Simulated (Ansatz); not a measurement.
## Convergence of a linear-scaling basis for random alloy of the monolayer 2H MoS2-WS2 line, x = 0.12 (75 atoms)

Aim: test how closely localised support functions follow the reference on random alloy of the monolayer 2H MoS2-WS2 line, x = 0.12 (75 atoms), and at what cost. A setting counts as converged where the r.m.s. difference of forces stays under 1 % of the r.m.s. force.

Method: Kohn-Sham DFT, PBE, PAW (set soft_2), plane waves, in Ansatz 0.2.0.

### 1. The starting structure

The cell holds 75 atoms: 22 Mo, 50 S and 3 W. Its edges and angles: a = 15.900 Å, b = 15.900 Å, c = 18.500 Å, α = 90.0°, β = 90.0°, γ = 120.0°. It derives from MoS2 and WS2 (monolayer 2H MoS2-WS2), repeated 5×5×1. Monolayer 2H MoS2-WS2: 75 atoms, 3 of 25 Mo sites given to W at random, cell and internal coordinates interpolated linearly between the end members (Vegard's rule); not relaxed, displaced by a Gaussian of 0.02 Å. Lattice constants are starting values near those of PBE. Vacuum lies along c.

Before any run, some limits are plain. The host structure and its lattice constant were typed by rule, without a check against the phase diagram. Beside vacuum, support functions can miss their usual error bounds without a warning. The Brillouin zone is sampled at Γ only, in a cell whose shortest periodic width is 14 Å. The levels lack spin–orbit coupling, which is large for the heavy elements here.

### 2. Plane-wave single point

The first run uses the default basis; a harder plane-wave run follows as the reference for the support functions.

input.yaml

```yaml
crystal:
  lattice:
    - [15.9, 0.0, 0.0]
    - [-7.95, 13.7698, 0.0]
    - [0.0, 0.0, 18.5]
  atoms:
    - { symbol: Mo, position: [0.0016, 0.99911, 0.49943] }
    - { symbol: S, position: [0.13261, 0.06792, 0.58214] }
    - { symbol: S, position: [0.13498, 0.06556, 0.41572] }
    - { symbol: Mo, position: [0.00075, 0.20212, 0.49777] }
    - { symbol: S, position: [0.13265, 0.26611, 0.58585] }
    - { symbol: S, position: [0.13182, 0.26642, 0.41442] }
    - { symbol: W, position: [0.00048, 0.40085, 0.49881] }
    - { symbol: S, position: [0.13543, 0.46798, 0.58517] }
    - { symbol: S, position: [0.13397, 0.46567, 0.41524] }
    - { symbol: Mo, position: [0.99863, 0.59961, 0.50057] }
    - { symbol: S, position: [0.13218, 0.66609, 0.58389] }
    - { symbol: S, position: [0.13178, 0.66569, 0.41536] }
    - { symbol: Mo, position: [0.99876, 0.80034, 0.50179] }
    - { symbol: S, position: [0.13413, 0.86639, 0.58367] }
    - { symbol: S, position: [0.13362, 0.86912, 0.41543] }
    - { symbol: Mo, position: [0.19934, 0.00028, 0.50227] }
    - { symbol: S, position: [0.33393, 0.06756, 0.58495] }
    - { symbol: S, position: [0.33206, 0.06501, 0.41499] }
    - { symbol: Mo, position: [0.20016, 0.20085, 0.50091] }
    - { symbol: S, position: [0.33471, 0.26708, 0.58559] }
    - { symbol: S, position: [0.33329, 0.26849, 0.41593] }
    - { symbol: Mo, position: [0.19998, 0.40071, 0.49992] }
    - { symbol: S, position: [0.33586, 0.46887, 0.58699] }
    - { symbol: S, position: [0.33053, 0.46457, 0.41483] }
    - { symbol: Mo, position: [0.20084, 0.60127, 0.50034] }
    - { symbol: S, position: [0.33057, 0.66622, 0.58552] }
    - { symbol: S, position: [0.33418, 0.66777, 0.41513] }
    - { symbol: Mo, position: [0.19988, 0.80027, 0.50044] }
    - { symbol: S, position: [0.33367, 0.86684, 0.5839] }
    - { symbol: S, position: [0.3339, 0.86684, 0.41659] }
    - { symbol: Mo, position: [0.40164, 0.00027, 0.49959] }
    - { symbol: S, position: [0.53284, 0.06728, 0.58471] }
    - { symbol: S, position: [0.53293, 0.06673, 0.4147] }
    - { symbol: Mo, position: [0.40055, 0.19935, 0.50132] }
    - { symbol: S, position: [0.53427, 0.26753, 0.58344] }
    - { symbol: S, position: [0.53408, 0.26774, 0.41434] }
    - { symbol: Mo, position: [0.39969, 0.40005, 0.49852] }
    - { symbol: S, position: [0.53434, 0.4679, 0.5837] }
    - { symbol: S, position: [0.53282, 0.46476, 0.41533] }
    - { symbol: Mo, position: [0.39878, 0.60163, 0.50044] }
    - { symbol: S, position: [0.53274, 0.66554, 0.58601] }
    - { symbol: S, position: [0.53446, 0.66397, 0.41671] }
    - { symbol: Mo, position: [0.40229, 0.80049, 0.4987] }
    - { symbol: S, position: [0.53429, 0.8664, 0.58398] }
    - { symbol: S, position: [0.53219, 0.86747, 0.41623] }
    - { symbol: Mo, position: [0.59959, 0.00076, 0.49876] }
    - { symbol: S, position: [0.73438, 0.06673, 0.58443] }
    - { symbol: S, position: [0.73384, 0.06793, 0.41618] }
    - { symbol: Mo, position: [0.60077, 0.2002, 0.50008] }
    - { symbol: S, position: [0.73428, 0.267, 0.58537] }
    - { symbol: S, position: [0.73118, 0.26313, 0.41649] }
    - { symbol: W, position: [0.60307, 0.40064, 0.49989] }
    - { symbol: S, position: [0.73308, 0.46649, 0.58465] }
    - { symbol: S, position: [0.73155, 0.46592, 0.41429] }
    - { symbol: Mo, position: [0.6001, 0.59957, 0.50054] }
    - { symbol: S, position: [0.73383, 0.6681, 0.58486] }
    - { symbol: S, position: [0.73471, 0.66391, 0.41467] }
    - { symbol: Mo, position: [0.60297, 0.80367, 0.49973] }
    - { symbol: S, position: [0.73322, 0.86634, 0.58607] }
    - { symbol: S, position: [0.73347, 0.86765, 0.41503] }
    - { symbol: Mo, position: [0.79863, 0.00046, 0.50054] }
    - { symbol: S, position: [0.93488, 0.06651, 0.58396] }
    - { symbol: S, position: [0.93422, 0.06702, 0.41568] }
    - { symbol: Mo, position: [0.80075, 0.20169, 0.5004] }
    - { symbol: S, position: [0.93654, 0.26828, 0.58534] }
    - { symbol: S, position: [0.93172, 0.26754, 0.41583] }
    - { symbol: Mo, position: [0.80178, 0.40152, 0.49957] }
    - { symbol: S, position: [0.93396, 0.46585, 0.58674] }
    - { symbol: S, position: [0.93038, 0.46411, 0.41359] }
    - { symbol: Mo, position: [0.79807, 0.59837, 0.50211] }
    - { symbol: S, position: [0.93195, 0.66472, 0.58583] }
    - { symbol: S, position: [0.9317, 0.66487, 0.41632] }
    - { symbol: W, position: [0.80047, 0.79937, 0.50152] }
    - { symbol: S, position: [0.93467, 0.86902, 0.58517] }
    - { symbol: S, position: [0.93537, 0.86683, 0.41405] }
kpoints:
  mp_grid: { grid: [1, 1, 1] }
hamiltonian:
  xc: pbe
scf:
  occupations: { method: fixed }
output:
  forces: true
  populations: true
  dos:
    method: { smearing: { sigma: 0.08 } }
    de: 0.1
    projected: { site_lists: { Mo: [Mo], S: [S], W: [W] } }
  eigenvalues: true
  write_density: true
  write_potential: true
  volumetric_format: npy
  elf: true
```

Run with:

```
$ ansatz run input.yaml --threads 4 --pin off --max-ram 15872MiB --backend cpu --events-out ev --progress --plain --runs-dir out
```

What it wrote:

```text
Engine: ansatz 0.2.0, aarch64-unknown-linux-gnu
Pseudopotentials: kind: paw
Pseudopotential: Mo, paw, valence charge 14, recommended cutoff 420 eV (normal), Mo.paw.azcp
Pseudopotential: S, paw, valence charge 6, recommended cutoff 420 eV (normal), S.paw.azcp
Pseudopotential: W, paw, valence charge 14, recommended cutoff 420 eV (normal), W.paw.azcp
[... 5 lines on functional and potentials left out ...]
Crystal: 75 atoms, lattice volume = 4050.387 Å³
Basis set: ecut = 420 eV, 79165 PW (Γ), exchange–correlation on 216×216×250 points (8 copies of the dense FFT grid, shifted against one another)
Bands: 400, of which v1, the nominal top of the filled ones, is band 325 counted from 1 (324 counted from 0)
Symmetry: 1 space group operations
Space group: P1 (ITA 1), of the structure as read, at distance tolerance 1.6e-4 Å
k-points: 1
[... 7 lines on functional and potentials left out ...]
Initial density: superposition of atomic densities (neutral atoms: chi_scale 0, normalization atom), corrected by the library's trained network
Initial wavefunctions: pseudopotential atomic-orbital guess
Functional: x = pbe(κ = 0.804, μ = 0.219515), c = pbe(β = 0.066725)
SCF iter   1: F=—  HF=-185355.426167 eV  |F-HF|=—  |Δ(HF+E_count)|=         —  Δρ=3.20e-3  dr2=2.73e-1  ethr=1.77e-3  ⟨swp⟩=6.0  Hψ=1515  notcnv=0  defer=63
preconditioner: auto → Resta (q_TF=auto, 2.011 Å⁻¹)  ε∞=3.6  [insulator: Δε(μ)=1.939 eV  Ē_g=7.715 eV  n_scr=538 (ndim 8)  ℏωp=12.4 eV  f_vac=0.638  ε∞_Penn≈3.6  vacuum switching on, ρ_ref=4.3e-3 e/Å³]
SCF iter   2: F=—  HF=-185355.563252 eV  |F-HF|=—  |Δ(HF+E_count)|=   1.37e-1  Δρ=1.95e-3  dr2=1.82e-1  ethr=4.20e-5  ⟨swp⟩=3.0  Hψ=765  notcnv=0  defer=73
SCF iter   3: F=—  HF=-185355.592971 eV  |F-HF|=—  |Δ(HF+E_count)|=   2.97e-2  Δρ=1.29e-3  dr2=6.61e-2  ethr=2.80e-5  ⟨swp⟩=3.0  Hψ=528  notcnv=0  defer=73
SCF iter   4: F=—  HF=-185355.620710 eV  |F-HF|=—  |Δ(HF+E_count)|=   2.77e-2  Δρ=7.88e-4  dr2=4.11e-2  ethr=1.02e-5  ⟨swp⟩=3.0  Hψ=516  notcnv=0  defer=73
SCF iter   5: F=—  HF=-185355.623094 eV  |F-HF|=—  |Δ(HF+E_count)|=   2.38e-3  Δρ=1.69e-4  dr2=1.36e-3  ethr=6.32e-6  ⟨swp⟩=2.0  Hψ=530  notcnv=0  defer=73
SCF iter   6: F=—  HF=-185355.623304 eV  |F-HF|=—  |Δ(HF+E_count)|=   2.10e-4  Δρ=6.61e-5  dr2=3.97e-4  ethr=2.09e-7  ⟨swp⟩=2.0  Hψ=574  notcnv=0  defer=73
SCF iter   7: F=—  HF=-185355.623306 eV  |F-HF|=—  |Δ(HF+E_count)|=   2.37e-6  Δρ=2.94e-5  dr2=9.45e-5  ethr=6.11e-8  ⟨swp⟩=2.0  Hψ=486  notcnv=0  defer=52
SCF iter   8: F=—  HF=-185355.624819 eV  |F-HF|=—  |Δ(HF+E_count)|=   1.51e-3  Δρ=2.45e-5  dr2=8.06e-5  ethr=1.45e-8  ⟨swp⟩=2.0  Hψ=575  notcnv=0  defer=52
SCF iter   9: F=—  HF=-185355.624808 eV  |F-HF|=—  |Δ(HF+E_count)|=   1.10e-5  Δρ=1.09e-5  dr2=7.14e-6  ethr=1.24e-8  ⟨swp⟩=2.0  Hψ=484  notcnv=0  defer=52
SCF iter  10: F=—  HF=-185355.624808 eV  |F-HF|=—  |Δ(HF+E_count)|=   7.73e-7  Δρ=4.63e-6  dr2=1.12e-6  ethr=1.10e-9  ⟨swp⟩=2.0  Hψ=524  notcnv=0  defer=52
SCF iter  11: F=—  HF=-185355.624810 eV  |F-HF|=—  |Δ(HF+E_count)|=   1.16e-6  Δρ=2.59e-6  dr2=6.87e-7  ethr=1.73e-10  ⟨swp⟩=3.0  Hψ=854  notcnv=0  defer=52
SCF iter  12: F=—  HF=-185355.624810 eV  |F-HF|=—  |Δ(HF+E_count)|=   1.55e-7  Δρ=1.36e-6  dr2=1.44e-7  ethr=1.06e-10  ⟨swp⟩=2.0  Hψ=511  notcnv=0  defer=52
SCF iter  13: F=-185355.624810 eV  HF=-185355.624810 eV  |F-HF|=6.88e-8  |Δ(HF+E_count)|=   2.23e-7  Δρ=8.42e-7  dr2=4.82e-8  ethr=1.54e-11  ⟨swp⟩=21.0  Hψ=3595  notcnv=0
SCF 1 converged in 13 iterations: F = -185355.624810 eV  dr2 = 4.82e-8
  greatest PAW one-centre occupation: 1.000 electrons in one spin orbital (limit 2), on the W atom at site 72 (counted from 0), in its partial waves of l = 0
SCF converged after 13 iterations
Free energy (F): -185355.624810 eV
Harris-Foulkes:  -185355.624810 eV  (|F-HF|=6.88e-8)
Internal energy: -185355.624810 eV  (E = F + TS)
E sigma→0 (E₀):  -185355.624810 eV
Fermi energy:    -0.558308 eV
--- Per-component energies (eV) ---
  E_band       = -11043.552869
  E_kinetic    = 16404.317652
  E_local      = -357464.220251  (includes V_loc(G=0)·N_el)
  E_nonlocal   = 4551.456361
  E_hartree    = 169690.568112
  E_xc         = -9702.231011
  E_vxc        = -10139.261026  (∫ρ·V_xc dr)
  E_paw        = -126121.585490  (= ΣΔE_a)
  E_vpaw       = -3776.993641  (= ΣTr[D̂ρ^β])
  E_aug_tail   = 0.000782  (compensation charges beyond the density's cutoff)
  E_ewald      = 117286.069035
  E_smearing   = -0.000000  (= −TS)
  E_closure    = -0.000000  (closes the sum)
  Σ components = -185355.624810   (vs F -185355.624810, Δ=0.00e0)
--- Forces (eV/Å), atoms counted from 1 ---
  atom   1  Mo    -0.73861703     0.30480386    -0.34825256
  atom   2  S      0.12457281    -0.04642653     1.00209414
  atom   3  S     -0.15180689     0.32379752    -0.00764050
  atom   4  Mo     0.19741286    -0.50602386     1.04825796
  atom   5  S     -0.08133768     0.20309219    -0.44872757
  atom   6  S      0.35836456     0.18056444     0.11111328
  atom   7  W     -0.04077407     0.13057524     0.70884155
  atom   8  S     -0.30069321    -0.10698966    -0.24958093
  atom   9  S     -0.19106065     0.33825073    -0.06144245
  atom  10  Mo     0.29050280    -0.40737738    -0.24292674
  atom  11  S      0.03512010     0.12784042     0.19016900
  atom  12  S      0.00237187     0.18192093     0.14676476
  atom  13  Mo     0.53414009    -0.38359007    -0.74072364
  atom  14  S     -0.21805650    -0.04050306     0.61917597
[...]
atom  74  S     -0.08022020    -0.25947474     0.22065748
  atom  75  S     -0.33729788    -0.25248556     0.44073765
  max |Σ_I F_I| component: 9.05e-6 eV/Å
--- Band table (eV) ---
  k-point 0: bands = ["-74.4384", "-74.4282", "-74.4055", "-61.4226", [... 384 levels ...], "2.7688", "2.7726", "2.7859", "2.8066", "2.8161", "2.8240", "2.8412", "2.9493", "3.0017", "3.0186", "3.0201", "3.0630"]
--- Löwdin populations: 75 sites ---
  site symbol       q [e]
     0     Mo     13.6812
     1      S      6.0364
     2      S      6.0639
[...]
74      S      6.0863
  spilling = 0.007912 (of n_electrons = 650.000000)
```

Run time: 78 s. Hardware: 4 threads of Arm Neoverse V1, shared host; peak memory 4.7 GiB.

Numbers from this run:

```yaml
free_energy: -185355.6248 eV
free_energy_per_atom: -2471.4083 eV/atom
scf_cycles: 13
r_m_s_force_component: 0.3806 eV/Å
longest_force: 1.484 eV/Å
fermi_energy: -0.5583 eV
spacing_of_highest_filled_and_lowest_empty_level: 1.939 eV
potential_in_mid_vacuum_over_the_fermi_level: 5.925 eV
potential_4p5_a_over_the_upper_face: 5.926 eV
potential_4p5_a_under_the_lower_face: 5.925 eV
spilling_of_the_projection: 0.007912
```

The r.m.s. force component of 0.38 eV/Å sets the scale for the differences below.

### 3. Plane waves at 750 eV (750 eV)

A harder cutoff gives the support functions a reference with less basis error.

input.yaml, the sections that differ from step 2:

```yaml
output:
  forces: true
  eigenvalues: true
basis:
  ecutwfc: "750 eV"
# crystal, kpoints, hamiltonian, scf: as in step 2
```

What it wrote:

```text
[...]
Crystal: 75 atoms, lattice volume = 4050.387 Å³
Basis set: ecut = 750 eV, 188933 PW (Γ), exchange–correlation on 288×288×360 points (8 copies of the dense FFT grid, shifted against one another)
Bands: 400, of which v1, the nominal top of the filled ones, is band 325 counted from 1 (324 counted from 0)
Symmetry: 1 space group operations
[...]
k-points: 1
[...]
SCF iter   1: F=—  HF=-185355.499594 eV  |F-HF|=—  |Δ(HF+E_count)|=         —  Δρ=3.24e-3  dr2=2.68e-1  ethr=1.77e-3  ⟨swp⟩=6.0  Hψ=1516  notcnv=0  defer=65
[...]
SCF iter   3: F=—  HF=-185355.645804 eV  |F-HF|=—  |Δ(HF+E_count)|=   2.70e-2  Δρ=1.30e-3  dr2=7.24e-2  ethr=2.75e-5  ⟨swp⟩=3.0  Hψ=528  notcnv=0  defer=50
automatic band count: iteration 3 solves 377 bands in place of 400: the levels show a gap, and the empty bands left out lie too high to hold charge; the band table lists the bands solved (type scf.n_extra_bands for more)
SCF iter   4: F=—  HF=-185355.668095 eV  |F-HF|=—  |Δ(HF+E_count)|=   2.23e-2  Δρ=7.70e-4  dr2=3.88e-2  ethr=1.11e-5  ⟨swp⟩=3.0  Hψ=516  notcnv=0  defer=50
SCF iter   5: F=—  HF=-185355.670434 eV  |F-HF|=—  |Δ(HF+E_count)|=   2.34e-3  Δρ=1.65e-4  dr2=1.16e-3  ethr=5.97e-6  ⟨swp⟩=2.0  Hψ=489  notcnv=0  defer=50
[...]
SCF iter  12: F=—  HF=-185355.673068 eV  |F-HF|=—  |Δ(HF+E_count)|=   7.61e-8  Δρ=1.35e-6  dr2=1.37e-7  ethr=1.41e-10  ⟨swp⟩=3.0  Hψ=512  notcnv=0  defer=29
SCF iter  13: F=-185355.673068 eV  HF=-185355.673068 eV  |F-HF|=5.30e-8  |Δ(HF+E_count)|=   8.71e-8  Δρ=7.90e-7  dr2=4.23e-8  ethr=1.54e-11  ⟨swp⟩=14.0  Hψ=1688  notcnv=0
SCF 1 converged in 13 iterations: F = -185355.673068 eV  dr2 = 4.23e-8
[...]
SCF converged after 13 iterations
Free energy (F): -185355.673068 eV
[...]
Internal energy: -185355.673068 eV  (E = F + TS)
E sigma→0 (E₀):  -185355.673068 eV
Fermi energy:    -0.558320 eV
[...]
Σ components = -185355.673068   (vs F -185355.673068, Δ=0.00e0)
--- Forces (eV/Å), atoms counted from 1 ---
  atom   1  Mo    -0.73853349     0.30474172    -0.34823232
  atom   2  S      0.12460897    -0.04643311     1.00121641
  atom   3  S     -0.15184437     0.32381204    -0.00674665
  atom   4  Mo     0.19740427    -0.50590405     1.04826466
[...]
atom  75  S     -0.33734275    -0.25249201     0.44165448
  max |Σ_I F_I| component: 4.56e-6 eV/Å
--- Band table (eV) ---
[...]
```

Elapsed: 2 min, on 4 threads; peak memory 10 GiB; 7.9 min of CPU time.

Forces differ from the reference by 0.42 meV/Å r.m.s., 0.11 % of their size, well within a tolerance of 1 %; the energy by -0.64 meV/atom. It took roughly 1.5 times the reference's time (one timing each, with unlike analyses asked), in 13 cycles against 13.

### 4. Support functions medium

With localised support functions most steps grow linearly with size, though the diagonalisation grows faster unless the density matrix is cut; this run measures error and cost at this size. Besides, the program derives a nominal cutoff of 420 eV for this run, against the reference's 750.

This step: Kohn-Sham DFT, PBE, PAW (set soft_2), localised support functions (medium) (Ansatz 0.2.0).

input.yaml, the sections that differ from step 3:

```yaml
scf:
  occupations: { method: fixed }
  eigensolver: { kind: { support_functions: { accuracy: medium } } }
  mixing: { beta: 0.4 }
  max_iter: 150
# crystal, kpoints, hamiltonian, output: as in step 3
# basis: removed
```

What it wrote:

```text
Warning: scf.eigensolver.kind.support_functions: disabling space-group detection — the functions' gradient is summed over unrotated k-points, so no spatial operation reduces the k-mesh or symmetrises the density; time reversal is kept, so that k and −k are solved as one point where they differ and the mesh holds both, and exact exchange and, on two spinor components, a DFT+U term hold to it where the run has them: [...]
settings of this run that can trade accuracy for cost: scf.eigensolver.kind.support_functions [...]
[...]
Crystal: 75 atoms, lattice volume = 4050.387 Å³
Basis set: ecut = 420 eV, 79165 PW (Γ), exchange–correlation on 216×216×250 points (8 copies of the dense FFT grid, shifted against one another)
Bands: 390, of which v1, the nominal top of the filled ones, is band 325 counted from 1 (324 counted from 0)
Symmetry: 1 space group operations
k-points: 1
[...]
SCF iter   1: F=—  HF=-185355.078448 eV  |F-HF|=—  |Δ(HF+E_count)|=         —  Δρ=4.67e-2  dr2=1.55e2  ethr=1.00e-1
[...]
SCF iter  14: F=—  HF=-185355.650911 eV  |F-HF|=—  |Δ(HF+E_count)|=   9.70e-4  Δρ=1.14e-5  dr2=3.55e-6  ethr=1.99e-9  κ⁻¹=4.3e-5(r=7)
SCF iter  15: F=-185355.650914 eV  HF=-185355.650914 eV  |F-HF|=7.31e-7  |Δ(HF+E_count)|=   2.26e-6  Δρ=4.65e-6  dr2=8.81e-7  ethr=5.47e-10
SCF 1 converged in 15 iterations: F = -185355.665114 eV  dr2 = 8.81e-7
[...]
SCF converged after 15 iterations
Stability not checked: this state was not tested for a lower state beside it, because the mixer in use, unlike msr1, does not test its closes by its own steps (another_mixer; see scf.mixing.algorithm and scf.lower_state_search)
Free energy (F): -185355.665114 eV
[...]
Internal energy: -185355.665114 eV  (E = F + TS)
E sigma→0 (E₀):  -185355.665114 eV
Fermi energy:    -0.558297 eV
[...]
Σ components = -185355.665114   (vs F -185355.665114, Δ=0.00e0)
--- Forces (eV/Å), atoms counted from 1 ---
  atom   1  Mo    -0.73804514     0.30464967    -0.34802205
  atom   2  S      0.12460692    -0.04640502     1.00123201
  atom   3  S     -0.15179106     0.32371346    -0.00688848
  atom   4  Mo     0.19732911    -0.50571023     1.04803597
[...]
atom  75  S     -0.33732415    -0.25239763     0.44175662
  max |Σ_I F_I| component: 1.54e-3 eV/Å
--- Band table (eV) ---
[...]
```

Run time: 3.3 min. Hardware: 4 threads; peak memory 5.9 GiB.

The program notes that the band table was not solved further than the SCF left it and it switched symmetry off.

Keys that differ from the reference: basis.ecutwfc removed, support_functions.accuracy = "medium", scf.max_iter = 150 and scf.mixing.beta = 0.4.

Forces differ from the reference by 0.13 meV/Å r.m.s., 0.034 % of their size, well within a tolerance of 1 %; the energy by +0.11 meV/atom. It took 1.7 times the reference's time (shared host, so rough).

(Part 1 of 3 ends here.)

[Long decimals in the printed logs are rounded to 6 places.]

[Logs are printed without paths, hosts, clocks, repeated set-up lines and the standing remarks that a program may print on its own settings, such as how far it seeks lower states.]

[Hosts, paths, dates, database ids (printed as entryN), source tags and the programs' standing remarks are cut or masked in the printed files.]
